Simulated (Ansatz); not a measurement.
# The perfect GaP wire along [110], 16 atoms a period, H-terminated

Aim: is the GaP wire along [110], 16 atoms a period, H-terminated a metal or a semiconductor?

Calculated with Ansatz 0.2.0; DFT PBE, plane waves, PAW; relaxation of a wire's period; PAW set soft_1, in the first sound run; inputs show where later runs differ.

Report form: the programs' logs are mostly left out.

## Step 1: Set-up

The cell holds 28 atoms: 8 P, 12 H and 8 Ga. Its edges and angles: a = 18.180 Å, b = 17.172 Å, c = 3.896 Å, α = 90.0°, β = 90.0°, γ = 90.0°. Vacuum lies along a and b. The structure's axis is c.

## Step 2: The relaxed wire

Band widths follow the bond lengths, so the wire is relaxed first. The atoms and the third cell vector are free; the box across stays fixed as vacuum. A Fermi-Dirac smearing is set since the result may be a metal. The pressure printed is a third of the stress's trace over the whole box, vacuum included; only the stress along the axis is relaxed.

The input, input.yaml:

```yaml
crystal:
  lattice:
    - [18.18, 0.0, 0.0]
    - [0.0, 17.172, 0.0]
    - [0.0, 0.0, 3.8961583643]
  atoms:
    - { symbol: P, position: [0.383971996, 0.386567888, 0.0] }
    - { symbol: H, position: [0.409565317, 0.197996739, 0.0] }
    - { symbol: Ga, position: [0.459742073, 0.273122793, 0.0] }
    - { symbol: Ga, position: [0.459742073, 0.500012984, 0.0] }
    - { symbol: P, position: [0.687052304, 0.386567888, 0.0] }
    - { symbol: H, position: [0.732465444, 0.318574055, 0.0] }
    - { symbol: Ga, position: [0.762822381, 0.500012984, 0.0] }
    - { symbol: H, position: [0.187018702, 0.500012984, 0.200322728] }
[... 16 atom lines left out ...]
    - { symbol: H, position: [0.409565317, 0.802029229, 0.0] }
    - { symbol: Ga, position: [0.459742073, 0.726903175, 0.0] }
    - { symbol: P, position: [0.687052304, 0.61345808, 0.0] }
    - { symbol: H, position: [0.732465444, 0.681451913, 0.0] }
kpoints:
  mp_grid: { grid: [1, 1, 21] }
scf:
  occupations: { method: fermi_dirac, width: 0.05 }
hamiltonian:
  xc: pbe
  pseudopotentials: { kind: paw, azcp: { folder: soft_1 } }
relax:
  cell: { fix: [a, b, alpha, beta, gamma] }
  max_steps: 45
  f_tol: 0.03
```

Started as:

```sh
ansatz run input.yaml --threads 4 --pin off --max-ram 16384MiB --backend cpu --events-out ev --progress --plain --runs-dir out
```

Wall time 5.3 min (4 threads of Arm Neoverse V1, shared host); peak memory 3.1 GiB.

The steps of the relaxation:

```
step  energy less that of the first step (eV)  largest force component (eV/Å)  pressure (GPa)  volume (Å³)
   1                                   0.0000                          1.3915            0.15      1216.33
   2                                  -0.7309                          0.3940           -0.02      1240.39
   3                                  -0.7640                          0.1340           -0.01      1247.40
   4                                  -0.7713                          0.0730            0.02      1248.36
   5                                  -0.7672                          0.0870           -0.02      1247.90
   6                                  -0.7747                          0.0063            0.00      1248.62
  7*                                  -0.7795                          0.0063            0.00      1248.62
```

Relaxation steps marked * repeat the geometry before them on a plane-wave basis chosen anew for their cell, so energy and pressure can jump there. Relaxation step 5 was tried and not accepted.

Forces are held to the 4 operations that the run works with; a distortion that breaks them can't arise in this run.

```
cell as run  before  after  change
      c (Å)   3.896  4.000  +2.7 %
```

The atoms that moved most (Å, along periodic axes as changes of fractional coordinates times the final cell, across vacuum about the mean position):

```
atom      dx      dy      dz  length
 P10   0.251   0.000   0.000   0.251
 Ga7   0.199   0.000   0.000   0.199
 H23   0.127   0.000  -0.145   0.193
  H8   0.127   0.000   0.145   0.193
  H6  -0.156   0.101   0.000   0.186
 H28  -0.156  -0.101   0.000   0.186
Ga14   0.053   0.170   0.000   0.178
Ga13   0.053  -0.170   0.000   0.178
```

Numbers from this step:

```yaml
cell_length_along_the_wire: 4.000 Å
```

The cell's length comes to 4.000 Å with spin left out.

## Step 3: Bands of the perfect wire

This step: DFT PBE, plane waves, PAW; bands of a perfect wire; PAW set soft_1 (Ansatz 0.2.0).

At the relaxed period the bands are computed along the axis; those that cross an energy going forward count the channels that a perfect wire would open there.

The input, input.yaml:

```yaml
crystal:
  lattice:
    - [18.18, 0.0, 0.0]
    - [0.0, 17.172, 0.0]
    - [0.0, 0.0, 3.9995912704]
  atoms:
    - { symbol: P, position: [0.384423155, 0.385393764, 0.0] }
    - { symbol: H, position: [0.410367155, 0.192545764, 0.0] }
    - { symbol: Ga, position: [0.456606815, 0.269305336, 0.0] }
    - { symbol: Ga, position: [0.458444501, 0.500012984, 0.0] }
    - { symbol: P, position: [0.68357087, 0.395656618, 0.0] }
    - { symbol: H, position: [0.723896573, 0.324470281, 0.0] }
    - { symbol: Ga, position: [0.773776207, 0.500012984, 0.0] }
    - { symbol: H, position: [0.194021112, 0.500012984, 0.236475131] }
[... 16 atom lines left out ...]
    - { symbol: H, position: [0.410367155, 0.807480204, 0.0] }
    - { symbol: Ga, position: [0.456606815, 0.730720632, 0.0] }
    - { symbol: P, position: [0.68357087, 0.60436935, 0.0] }
    - { symbol: H, position: [0.723896573, 0.675555687, 0.0] }
kpoints:
  mp_grid: { grid: [1, 1, 21] }
  band_path: { path: ["Γ", Z], npoints: 90 }
scf:
  occupations: { method: fermi_dirac, width: 0.05 }
hamiltonian:
  xc: pbe
  pseudopotentials: { kind: paw, azcp: { folder: soft_1 } }
output:
  dos: { e_range: [-5, 4] }
  write_potential: true
  write_density: true
  volumetric_format: npy
```

It took 6 min on 4 threads; peak memory 6.7 GiB.

Numbers from this step:

```yaml
band_gap: 0.9524 eV
```

The electronic bands at the labelled points (eV, zero at the Fermi level; v1 is the highest filled band, c1 the lowest empty one):

```
  point     v4     v3     v2     v1    c1    c2    c3    c4
      Γ  -2.28  -2.18  -2.06  -0.48  0.48  0.63  0.69  0.92
halfway  -2.71  -2.52  -2.49  -1.92  1.54  1.63  1.67  1.81
      Z  -3.10  -3.10  -2.86  -2.55  1.05  1.32  1.42  1.48
```

The gap is 0.952 eV, with spin left out.

On this path the gap is direct, 0.95 eV, with the valence top at Γ and the conduction bottom at Γ.

## Step 4: Another level of theory, cutoff 500 eV, k-mesh 1×1×16

This step: DFT r2SCAN, plane waves, PAW; bands of a perfect wire at the PBE geometry; PAW set soft_1 (Ansatz 0.2.0).

The atoms stay at the PBE geometry and the functional changes. r2SCAN also reads the kinetic-energy density; it often gives larger moments and wider gaps than PBE, at a higher cost. Against the first PBE run of this kind, the cutoff is 500 eV against 420 and the mesh along the wire has 16 points against 21.

input.yaml, as its differences from that of step 3:

```diff
@@ -35,3 +35,3 @@
 kpoints:
-  mp_grid: { grid: [1, 1, 21] }
+  mp_grid: { grid: [1, 1, 16] }
   band_path: { path: ["Γ", Z], npoints: 90 }
@@ -40,8 +40,3 @@
 hamiltonian:
-  xc: pbe
+  xc: r2scan
   pseudopotentials: { kind: paw, azcp: { folder: soft_1 } }
-output:
-  dos: { e_range: [-5, 4] }
-  write_potential: true
-  write_density: true
-  volumetric_format: npy
```

The job ended after 8.9 min (4 threads; peak memory 9.9 GiB; 35 min of CPU time).

This step gave:

```
band gap : 1.167 eV
```

The gap is 1.17 eV, against 0.952 eV under PBE at the relaxed period.

## Step 5: Levels at the same atoms, level HSE06, cutoff 420 eV

This step: DFT HSE06, plane waves, PAW; levels of a perfect wire at the PBE geometry; PAW set soft_1 (Ansatz 0.2.0).

The atoms stay at the PBE geometry and the functional changes. HSE06 mixes in a quarter of short-range exact exchange, which removes part of the self-interaction that closes gaps; it is dear, so the mesh is thinner and no path is run. Against the first PBE run of this kind, the mesh along the wire has 8 points against 21.

input.yaml, as its differences from that of step 4:

```diff
@@ -35,4 +35,3 @@
 kpoints:
-  mp_grid: { grid: [1, 1, 16] }
-  band_path: { path: ["Γ", Z], npoints: 90 }
+  mp_grid: { grid: [1, 1, 8] }
 scf:
@@ -40,3 +39,3 @@
 hamiltonian:
-  xc: r2scan
+  xc: hse06
   pseudopotentials: { kind: paw, azcp: { folder: soft_1 } }
```

It took 10 min on 4 threads; peak memory 6.3 GiB; 40 min of CPU time.

Numbers from this step:

```yaml
band_gap: 1.737 eV
```

The gap is 1.74 eV, against 0.952 eV under PBE at the relaxed period.

## Step 6: With spin-orbit coupling, k-mesh 1×1×13

This step: DFT PBE, plane waves, fully relativistic PAW; bands of a perfect wire with spin-orbit coupling; PAW set soft_1 (Ansatz 0.2.0).

Spin-orbit coupling mixes the spins and splits bands that cross or touch without it, so it can open or close channels. Fully relativistic datasets take the place of the scalar ones. Against the first PBE run of this kind, the mesh along the wire has 13 points against 21.

input.yaml, as its differences from that of step 5:

```diff
@@ -35,3 +35,4 @@
 kpoints:
-  mp_grid: { grid: [1, 1, 8] }
+  mp_grid: { grid: [1, 1, 13] }
+  band_path: { path: ["Γ", Z], npoints: 90 }
 scf:
@@ -39,3 +40,6 @@
 hamiltonian:
-  xc: hse06
-  pseudopotentials: { kind: paw, azcp: { folder: soft_1 } }
+  xc: pbe
+  pseudopotentials: { kind: paw_fr, azcp: { folder: soft_1 } }
+magnetization:
+  noncollinear: true
+  spin_orbit: true
```

Run time: 59 min. Hardware: 4 threads; peak memory 14 GiB.

This step gave:

```
band gap : 0.9534 eV
```

The gap is 0.953 eV, against 0.952 eV under PBE at the relaxed period, with no moment.

## Step 7: Cost and result by level

Times are for 4 threads of Arm Neoverse V1, shared host. Results by setting:

```
no.     run  band gap (eV)     time  memory (GiB)
  1    lead         0.9524    6 min           6.7
  2  levels          1.167  8.9 min           9.9
  3  levels          1.737   10 min           6.3
  4     SOC         0.9534   59 min            14
```

## Step 8: At a strained period, period over the relaxed period 1.1, k-mesh 1×1×14

This step: DFT PBE, plane waves, PAW; relaxation at a fixed period; PAW set soft_1 (Ansatz 0.2.0).

The period is set to 1.1 times the relaxed one and the atoms relax within it: strain changes bond lengths and angles, which shifts the bands against each other. Against the first PBE run of this kind, the mesh along the wire has 14 points against 21.

The cell differs from the one that the last finished run ended in (c 4.000 → 4.400 Å).

input.yaml, as its differences from that of step 6:

```diff
@@ -4,3 +4,3 @@
     - [0.0, 17.172, 0.0]
-    - [0.0, 0.0, 3.9995912704]
+    - [0.0, 0.0, 4.3995503974]
   atoms:
@@ -35,3 +35,3 @@
 kpoints:
-  mp_grid: { grid: [1, 1, 13] }
+  mp_grid: { grid: [1, 1, 14] }
   band_path: { path: ["Γ", Z], npoints: 90 }
@@ -41,5 +41,7 @@
   xc: pbe
-  pseudopotentials: { kind: paw_fr, azcp: { folder: soft_1 } }
-magnetization:
-  noncollinear: true
-  spin_orbit: true
+  pseudopotentials: { kind: paw, azcp: { folder: soft_1 } }
+relax:
+  max_steps: 40
+  f_tol: 0.02
+output:
+  stress: true
```

Run time: 7.2 min. Hardware: 4 threads; peak memory 7.4 GiB; 28 min of CPU time.

Relaxation path:

```
step  energy less that of the first step (eV)  largest force component (eV/Å)
   1                                   0.0000                          1.1745
   2                                  -0.4292                          0.8696
   3                                  -0.4715                          0.1537
   4                                  -0.4762                          0.0177
   5                                  -0.4762                          0.0176
```

The run keeps the 4 symmetry operations that it works with, so distortions that break them were not tested.

The atoms that moved most (Å):

```
atom      dx      dy      dz  length
 H22  -0.241   0.000   0.077   0.253
  H9  -0.241   0.000  -0.077   0.253
 H23   0.184   0.000  -0.091   0.205
  H8   0.184   0.000   0.091   0.205
 H12   0.196   0.029   0.000   0.198
 H11   0.196  -0.029   0.000   0.198
  P5  -0.192  -0.002   0.000   0.192
 P27  -0.192   0.002   0.000   0.192
```

Final coordinates:

```xyz
28
Lattice="18.1800 0.0000 0.0000 0.0000 17.1720 0.0000 0.0000 0.0000 4.3996" Properties=species:S:1:pos:R:3
P     7.0344    6.6147    0.0000
H     7.5833    3.2794    0.0000
Ga    8.3647    4.6367    0.0000
Ga    8.3820    8.5862    0.0000
P    12.2353    6.7926    0.0000
H    13.0075    5.5932    0.0000
Ga   13.8856    8.5862    0.0000
H     3.7115    8.5862    1.1311
H    14.6292    8.5862    1.3591
P     4.6486    8.5862    2.1998
H     4.8500    5.2406    2.1998
H     4.8500   11.9319    2.1998
Ga    5.8204    6.4668    2.1998
Ga    5.8204   10.7056    2.1998
P     9.5791    4.7951    2.1998
P     9.5791   12.3774    2.1998
P     9.6095    8.5862    2.1998
H    10.4583    3.6720    2.1998
H    10.4583   13.5005    2.1998
Ga   11.0331    6.6772    2.1998
Ga   11.0331   10.4952    2.1998
H    14.6292    8.5862    3.0404
H     3.7115    8.5862    3.2685
P     7.0344   10.5578    0.0000
H     7.5833   13.8930    0.0000
Ga    8.3647   12.5357    0.0000
P    12.2353   10.3798    0.0000
H    13.0075   11.5793    0.0000
```

Numbers from this step:

```
band gap : 0.9134 eV
```

Electronic bands along the path, in eV, zero at the Fermi level; v1 is the highest filled band, c1 the lowest empty one:

```
  point     v4     v3     v2     v1    c1    c2    c3    c4
      Γ  -1.61  -1.29  -1.28  -0.46  0.45  0.61  0.76  0.90
halfway  -1.76  -1.57  -1.46  -1.06  2.34  2.35  2.42  2.43
      Z  -2.10  -1.87  -1.86  -1.42  2.08  2.41  2.42  2.57
```

The gap is 0.913 eV, against 0.952 eV under PBE at the relaxed period.

## Step 9: Strain along the wire, period over the relaxed period 1.03, k-mesh 1×1×15

The period is set to 1.03 times the relaxed one and the atoms relax within it: strain changes bond lengths and angles, which shifts the bands against each other. Against the first PBE run of this kind, the mesh along the wire has 15 points against 21.

The cell differs from the one that the last finished run ended in (c 4.400 → 4.120 Å).

input.yaml, as its differences from that of step 8:

```diff
@@ -4,3 +4,3 @@
     - [0.0, 17.172, 0.0]
-    - [0.0, 0.0, 4.3995503974]
+    - [0.0, 0.0, 4.1195790085]
   atoms:
@@ -35,3 +35,3 @@
 kpoints:
-  mp_grid: { grid: [1, 1, 14] }
+  mp_grid: { grid: [1, 1, 15] }
   band_path: { path: ["Γ", Z], npoints: 90 }
```

Elapsed: 6.6 min, on 4 threads; peak memory 7 GiB.

Relaxation path:

```
step  energy less that of the first step (eV)  largest force component (eV/Å)
   1                                   0.0000                          0.4268
   2                                  -0.0480                          0.2776
   3                                  -0.0513                          0.0261
   4                                  -0.0515                          0.0053
```

Forces are held to the 4 operations that the run works with; a distortion that breaks them can't arise in this run.

The atoms that moved most (Å):

```
atom      dx      dy      dz  length
 H22  -0.080   0.000   0.016   0.082
  H9  -0.080   0.000  -0.016   0.082
  H8   0.056   0.000   0.026   0.062
 H23   0.056   0.000  -0.026   0.062
  P5  -0.057  -0.001   0.000   0.057
 P27  -0.057   0.001   0.000   0.057
 H11   0.056  -0.007   0.000   0.057
 H12   0.056   0.007   0.000   0.057
```

Final coordinates:

```xyz
28
Lattice="18.1800 0.0000 0.0000 0.0000 17.1720 0.0000 0.0000 0.0000 4.1196" Properties=species:S:1:pos:R:3
P     7.0014    6.6159    0.0000
H     7.4975    3.2992    0.0000
Ga    8.3230    4.6280    0.0000
Ga    8.3486    8.5862    0.0000
P    12.3698    6.7936    0.0000
H    13.1134    5.5771    0.0000
Ga   14.0145    8.5862    0.0000
H     3.5832    8.5862    0.9999
H    14.7904    8.5862    1.3284
P     4.5282    8.5862    2.0598
H     4.7107    5.2626    2.0598
H     4.7107   11.9099    2.0598
Ga    5.7062    6.4674    2.0598
Ga    5.7062   10.7050    2.0598
P     9.6273    4.7964    2.0598
P     9.6273   12.3760    2.0598
P     9.6647    8.5862    2.0598
H    10.4865    3.6591    2.0598
H    10.4865   13.5134    2.0598
Ga   11.0818    6.6741    2.0598
Ga   11.0818   10.4983    2.0598
H    14.7904    8.5862    2.7911
H     3.5832    8.5862    3.1196
P     7.0014   10.5566    0.0000
H     7.4975   13.8732    0.0000
Ga    8.3230   12.5445    0.0000
P    12.3698   10.3788    0.0000
H    13.1134   11.5953    0.0000
```

Numbers from this step:

```yaml
band_gap: 0.9748 eV
```

Electronic bands along the path, in eV, zero at the Fermi level; v1 is the highest filled band, c1 the lowest empty one:

```
  point     v4     v3     v2     v1    c1    c2    c3    c4
      Γ  -1.97  -1.93  -1.92  -0.49  0.49  0.67  0.75  0.95
halfway  -2.39  -2.19  -2.15  -1.64  1.85  1.96  2.00  2.12
      Z  -2.70  -2.70  -2.59  -2.17  1.43  1.71  1.78  1.86
```

The gap is 0.975 eV, against 0.952 eV under PBE at the relaxed period.

## Step 10: Outcome

```json
{"cell length, PBE": "4.000 Å", "gap, PBE": "0.952 eV", "gap, r2SCAN": "1.17 eV", "gap, HSE06": "1.74 eV", "gap, with spin-orbit coupling": "0.953 eV", "gap, period scaled by 1.1": "0.913 eV", "gap, period scaled by 1.03": "0.975 eV"}
```

In words: Under PBE the cell's length is 4.00 Å, and a gap of 0.95 eV makes it a semiconductor. At the relaxed period the wire is gapped under every functional, from 0.95 eV (PBE) to 1.74 eV (HSE06). Weak screening in one dimension makes quasiparticle gaps larger than the semilocal gaps, as a rule. Plain hydrogen on a compound's surface is a simple closure: it may leave surface states, and facets that end in unlike atoms put a field across the wire, both of which shrink the gap. A hybrid's gap is read on a coarse mesh, without a band path.

[Logs are printed without paths, hosts, clocks, repeated set-up lines and the standing remarks that a program may print on its own settings, such as how far it seeks lower states.]

[Hosts, paths, dates, database ids (printed as entryN), source tags and the programs' standing remarks are cut or masked in the printed files.]
